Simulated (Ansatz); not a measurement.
# Glassy 71SiO2-29BaO (mol %) (65 atoms): a short ab initio trajectory

Wanted: a short trajectory of glassy 71SiO2-29BaO (mol %) (65 atoms) with its pair distributions.

Method: Kohn-Sham DFT, PBE, PAW (set soft_2), plane waves, in Ansatz 0.2.0.

## 1. The starting structure

The cell holds 65 atoms: 17 Si, 7 Ba and 41 O. Cell: a = 10.034 Å, b = 10.034 Å, c = 10.034 Å, α = 90.0°, β = 90.0°, γ = 90.0°. 65 atoms (17 Si, 7 Ba, 41 O) placed at random at 3.34 g/cm³, melted at 4000 K for 10 ps at fixed volume with the Morse and Coulomb pair potential with partial charges (Pedone, Malavasi, Menziani, Cormack and Segre, J. Phys. Chem. B 110, 11780 (2006)). Quenched from 4000 K to 300 K at 100 K/ps and fixed volume, held 10 ps at zero pressure.

Before any run, some limits are plain. The quench rate of 100 K/ps is orders of magnitude faster than experiment, which tends to freeze in extra defects. The network of bonds at the start is that of the classical potential that made the cell. Only the Γ point is sampled, in a cell whose shortest periodic width is 10 Å. Spin–orbit coupling is left out, which matters for the levels of the heavy elements.

## 2. Dynamics at 900 K

A Langevin thermostat couples each atom to a heat bath, at the price of damped dynamics. The time step is 1.0 fs.

The input, input.yaml:

```yaml
crystal:
  lattice:
    - [10.03371, 0.0, 0.0]
    - [0.0, 10.03371, 0.0]
    - [0.0, 0.0, 10.03371]
  atoms:
    - { symbol: Si, position: [0.11357, 0.99035, 0.42734] }
    - { symbol: Si, position: [0.4902, 0.21022, 0.30384] }
    - { symbol: Si, position: [0.25095, 0.2477, 0.52964] }
    - { symbol: Si, position: [0.0467, 0.48182, 0.54924] }
    [... 55 atom lines left out ...]
    - { symbol: O, position: [0.82124, 0.45128, 0.21825] }
    - { symbol: O, position: [0.22248, 0.1579, 0.12429] }
    - { symbol: O, position: [0.75756, 0.98416, 0.28035] }
    - { symbol: O, position: [0.14666, 0.14254, 0.4852] }
    - { symbol: O, position: [0.67479, 0.35781, 0.03018] }
    - { symbol: O, position: [0.67314, 0.687, 0.62028] }
kpoints:
  mp_grid: { grid: [1, 1, 1] }
hamiltonian:
  xc: pbe
scf:
  occupations: { method: fermi_dirac, width: 0.025 }
output:
  forces: true
md:
  timestep: 1.0
  n_steps: 400
  ensemble: nvt_langevin
  temperature: 900
  initial_velocities: maxwell_boltzmann
  seed: 559
```

Started as:

```
$ ansatz run input.yaml --threads 4 --pin off --max-ram 8192MiB --backend cpu --events-out ev --progress --plain --runs-dir out
```

Wall time 55 min (4 threads of Arm Neoverse N1, shared host); peak memory 1.2 GiB.

The program notes that it switched symmetry off.

Rows from the run:

```csv
time (fs),T (K),potential (meV/atom)
0.0,886,0.0
27.0,789,19.6
53.0,913,-0.7
80.0,920,5.5
107.0,736,34.8
133.0,866,11.8
160.0,922,20.2
187.0,947,13.5
213.0,844,34.0
240.0,987,2.3
267.0,883,23.6
293.0,973,14.9
320.0,888,7.9
347.0,865,8.2
373.0,1063,-5.3
400.0,850,11.3
```

Mean square displacement from the first frame to the last: Si 0.069 Å², Ba 0.16 Å², O 0.16 Å².

The mean square displacement by time lag:

```csv
time lag (fs),Ba (Å²),O (Å²),Si (Å²)
1.0,1.6e-5,1.3e-4,8.4e-5
9.0,0.00123,0.00990,0.00607
17.0,0.00427,0.0291,0.0171
25.0,0.00890,0.0501,0.0272
34.0,0.0157,0.0724,0.0356
42.0,0.0230,0.0907,0.0416
50.0,0.0311,0.106,0.0475
59.0,0.0411,0.119,0.0541
67.0,0.0505,0.129,0.0600
75.0,0.0604,0.140,0.0662
83.0,0.0705,0.153,0.0719
92.0,0.0821,0.166,0.0776
100.0,0.0924,0.175,0.0825
108.0,0.103,0.184,0.0876
117.0,0.114,0.192,0.0923
125.0,0.124,0.196,0.0945
133.0,0.133,0.197,0.0950
141.0,0.143,0.198,0.0952
150.0,0.153,0.197,0.0963
158.0,0.162,0.197,0.0975
166.0,0.171,0.196,0.0978
175.0,0.181,0.196,0.0970
183.0,0.190,0.196,0.0960
191.0,0.198,0.195,0.0953
200.0,0.206,0.196,0.0953
```

Over the second half of 400 fs the temperature averages 921 K with swings of 72 K r.m.s. From first frame to last Ba has the largest mean square displacement, 0.16 Å² at the end; the farthest move is 0.79 Å. The count of bonds goes from 114 in the first frame to 114 in the last, by one set of cutoffs: 4 pairs passed out of them and 4 came within. The run spans 0.40 ps, too short for its means to be equilibrium values.

## 3. Structure statistics late in the run

The g(r) is a mean over the second half; what follows it is taken at the last frame.

Density 3.44 g/cm³, 15.54 Å³ an atom.

Mean of 14 frames. g(r), total and by pair (bins of 0.2 Å):

```csv
r (Å),total,O-O,O-Si,O-Ba,Si-Si,Si-Ba,Ba-Ba
1.40,0.03,0.00,0.08,0.00,0.00,0.00,0.00
1.60,3.78,0.00,11.45,0.00,0.00,0.00,0.00
1.80,0.96,0.00,2.91,0.00,0.00,0.00,0.00
2.00,0.00,0.00,0.00,0.00,0.00,0.00,0.00
2.20,0.01,0.01,0.00,0.04,0.00,0.00,0.00
2.40,0.37,0.52,0.00,1.18,0.00,0.00,0.00
2.60,1.79,3.61,0.00,2.58,0.00,0.00,0.00
2.80,1.40,2.62,0.02,2.27,0.71,0.00,0.00
3.00,0.83,0.76,0.20,1.27,4.15,0.15,0.00
3.20,0.75,0.70,0.54,0.71,2.55,0.51,0.00
3.40,0.89,0.76,1.06,0.75,0.53,1.84,0.00
3.60,1.02,0.77,1.35,0.70,0.21,2.84,0.35
3.80,1.01,0.70,1.39,0.74,0.22,2.61,0.80
4.00,1.06,0.69,1.50,0.74,0.50,2.04,2.99
4.20,1.19,0.72,1.81,0.95,1.02,1.25,3.63
4.40,0.98,0.80,1.27,0.98,1.00,0.57,0.98
4.60,0.88,0.97,0.73,1.21,0.95,0.27,0.55
4.80,1.04,1.34,0.64,1.19,1.07,0.75,0.90
```

Bonds by pair of elements; cutoffs follow the first minimum of g(r), held within bounds set by covalent radii, and pairs that aren't listed don't count as bonded:

```csv
pair A-B,cutoff (Å),bonds,mean length (Å),spread (Å),shortest (Å),B about A,A about B
O-Si,2.16,68,1.65,0.062,1.54,1.66,4
O-Ba,3.33,46,2.80,0.264,2.29,1.12,6.57
```

How many atoms have how many bonded neighbours:

```csv
element,mean,2,3,4,5,6,7
Ba,6.57,0,0,0,1,1,5
O,2.78,14,22,5,0,0,0
Si,4,0,0,17,0,0,0
```

Bond angles (no mean is given where the spread exceeds 20°):

```csv
angle,count,mean (°),spread (°)
O-Ba-O,130,-,-
O-Si-O,102,109,7.8
Ba-O-Si,64,110,19.2
Si-O-Si,27,141,18.4
Ba-O-Ba,19,106,17.4
```

Oxygen atoms by the number of network formers (Si, P, Ge, B, Al, As, Ga) bound to them:

```csv
network formers bound to O,O atoms,per cent
0,0,0
1,14,34.1
2,27,65.9
```

Network units: each former by its oxygen neighbours and how many of them bridge to another former:

```csv
former,O neighbours,bridging O,atoms
Si,4,2,3
Si,4,3,8
Si,4,4,6
```

Bond length by coordination (bonds to H left out):

```csv
element,coordination,atoms,mean bond length (Å)
Ba,5,1,2.59
Ba,6,1,2.61
Ba,7,5,2.87
O,2,14,1.71
O,3,22,2.20
O,4,5,2.40
```

Rings of the network by King's shortest-path rule, up to 12 atoms, one path for each pair of neighbours; H, halogens, alkali and alkaline-earth atoms are left out, and the last column divides by all other atoms, bonded or not:

```csv
ring size (atoms),rings,per network atom
8,2,0.034
10,3,0.052
12,3,0.052
```

First main peaks of g(r), for some of the pairs, lie near 2.7 Å (O-O), 1.6 Å (O-Si), 2.7 Å (O-Ba) and 3.0 Å (Si-Si). By these cutoffs 71 % of Ba atoms have 7, 54 % of O atoms have 3 and all Si atoms have 4 bonded neighbours. 66 % of the oxygens bridge two formers (Si) and 34 % are non-bridging. The commonest Si unit has 4 oxygens, 3 of them shared with other formers (8 of 17 atoms). Rings of 10 and 12 atoms are the most common (38 % each of those counted); sizes run from 8 to 12, where the search stops.

## 4. Single point at the last frame

The last frame is solved once more, with the analyses that the dynamics left out.

The input, input.yaml:

```yaml
crystal:
  lattice:
    - [10.03371, 0.0, 0.0]
    - [0.0, 10.03371, 0.0]
    - [0.0, 0.0, 10.03371]
  atoms:
    - { symbol: Si, position: [0.08611, 0.99672, 0.44054] }
    - { symbol: Si, position: [0.47865, 0.21793, 0.30563] }
    - { symbol: Si, position: [0.238, 0.21962, 0.5396] }
    - { symbol: Si, position: [0.04531, 0.46058, 0.54716] }
    [... 55 atom lines left out ...]
    - { symbol: O, position: [0.794, 0.45042, 0.2685] }
    - { symbol: O, position: [0.23133, 0.15135, 0.12354] }
    - { symbol: O, position: [0.76645, 0.98009, 0.27213] }
    - { symbol: O, position: [0.08834, 0.15745, 0.50455] }
    - { symbol: O, position: [0.71984, 0.35119, 0.03115] }
    - { symbol: O, position: [0.66212, 0.75322, 0.60268] }
kpoints:
  mp_grid: { grid: [1, 1, 1] }
hamiltonian:
  xc: pbe
scf:
  occupations: { method: fermi_dirac, width: 0.025 }
output:
  forces: true
  stress: true
  populations: true
  dos:
    method: { smearing: { sigma: 0.1 } }
    de: 0.1
    projected: { site_lists: { Ba: [Ba], O: [O], Si: [Si] } }
  eigenvalues: true
  write_density: true
  write_potential: true
  volumetric_format: npy
```

Wall time 19 s (4 threads); peak memory 1.1 GiB; 71 s of CPU time.

Read from the output:

```
free energy                                      : -75794.3112 eV
free energy per atom                             : -1166.0663 eV/atom
SCF cycles                                       : 9
pressure                                         : 1.407 GPa
r.m.s. force component                           : 1.251 eV/Å
longest force                                    : 4.338 eV/Å
Fermi energy                                     : 6.331 eV
gap (highest filled to lowest empty level) : 3.659 eV
spilling of the projection                       : 0.01434
```

Neighbours are counted within 2.16 Å (O-Si), 3.33 Å (O-Ba), the cutoffs taken from the dynamics.

Length of the force by element and coordination:

```csv
element,coordination,atoms,mean length of the force (eV/Å),spread,least,most
Ba,all,7,1.27,0.350,0.791,1.85
Ba,5,1,1.48,0,1.48,1.48
Ba,6,1,1.85,0,1.85,1.85
Ba,7,5,1.11,0.263,0.791,1.55
O,all,41,1.91,0.809,0.607,3.77
O,2,14,1.94,0.862,0.608,3.77
O,3,22,1.83,0.767,0.607,3.40
O,4,5,2.19,0.766,1.52,3.59
Si,all,17,2.47,0.869,1.01,4.34
```

Löwdin charges by element and coordination (they lack the spilled electrons, 0.085 e an atom on average):

```csv
element,coordination,atoms,mean charge (e),spread,least,most
Ba,all,7,1.85,0.0122,1.84,1.87
Ba,5,1,1.86,0,1.86,1.86
Ba,6,1,1.84,0,1.84,1.84
Ba,7,5,1.86,0.0119,1.84,1.87
O,all,41,-0.870,0.0968,-1.04,-0.720
O,2,14,-0.813,0.0659,-0.967,-0.720
O,3,22,-0.894,0.0972,-1.04,-0.769
O,4,5,-0.922,0.0929,-1.04,-0.828
Si,all,17,1.66,0.059,1.54,1.75
```

Density of states as counts of states in windows of 1 eV (from the Fermi level), total and the larger projections:

```csv
from (eV),to (eV),total,O p,Si p,Ba p
-18,-17,4.1,0.1,0.5,0.0
-17,-14,0.0,0.0,0.0,0.0
-14,-13,6.9,0.2,0.1,6.6
-13,-12,19.6,1.2,0.2,17.9
-12,-11,21.6,5.3,0.4,13.8
-11,-10,8.7,5.6,0.7,0.4
-10,-9,11.0,7.6,1.3,0.2
-9,-8,16.9,12.5,3.0,0.1
-8,-7,13.5,10.2,2.4,0.1
-7,-6,24.3,19.4,2.4,0.2
-6,-5,38.9,33.3,2.4,0.4
-5,-4,45.0,40.6,1.5,0.5
-4,-3,43.0,39.5,1.1,0.6
-3,-2,32.8,30.7,0.7,0.4
-2,-1,5.7,5.4,0.2,0.0
-1,1,0.0,0.0,0.0,0.0
1,2,2.0,0.1,0.1,0.0
2,3,2.9,0.3,0.5,0.0
3,4,19.4,1.5,2.8,0.0
4,5,31.6,2.5,5.6,0.0
```

Between -26 and -18 eV lie 79 more states.

The levels nearest the highest filled one (over half full), pooled over k-points and spins:

```csv
level less the highest filled one (eV),occupation
-0.462,2
-0.374,2
-0.224,2
-0.0555,2
-0.0287,2
0,2
3.66,0
4.60,0
4.87,0
5.20,0
5.29,0
5.34,0
```

Mean Löwdin charges: Ba +1.85, O -0.87, Si +1.66 e (they miss 1.4 % of the electrons, so they add up to more than the cell's charge).

## 5. Results

```
mean temperature, second half                    : 921.3 K
temperature swing, second half                   : 71.98 K
free energy per atom                             : -1166.0663 eV/atom
pressure                                         : 1.407 GPa
r.m.s. force component                           : 1.251 eV/Å
gap (highest filled to lowest empty level) : 3.659 eV
wall time of the 2 DFT runs                      : 55 min
```

Over the second half of 400 fs the temperature averages 921 K with swings of 72 K r.m.s. The count of bonds goes from 114 in the first frame to 114 in the last, by one set of cutoffs: 4 pairs passed out of them and 4 came within. The run spans 0.40 ps, too short for its means to be equilibrium values. With the cutoffs above, 71 % of Ba atoms have 7, 54 % of O atoms have 3 and all Si atoms have 4 bonded neighbours. 66 % of the oxygens bridge two formers (Si) and 34 % are non-bridging. Between filled and empty levels lie 3.66 eV (at Γ alone); a semilocal functional tends to put such gaps too low. In a disordered cell it changes from sample to sample, and tail or defect levels can set it.

What to keep in mind: The starting topology of bonds comes from the classical model; in DFT 4 of its 114 bonded pairs passed out of the cutoffs and 4 came within them. The stress is far from hydrostatic: its diagonal is 2.9, 1.6, -0.2 GPa, compression counted positive. The pressure of a single frame lacks the kinetic term, about 0.82 GPa here.

[Logs are printed without paths, hosts, clocks, repeated set-up lines and the standing remarks that a program may print on its own settings, such as how far it seeks lower states.]

[Hosts, paths, dates, database ids (printed as entryN), source tags and the programs' standing remarks are cut or masked in the printed files.]
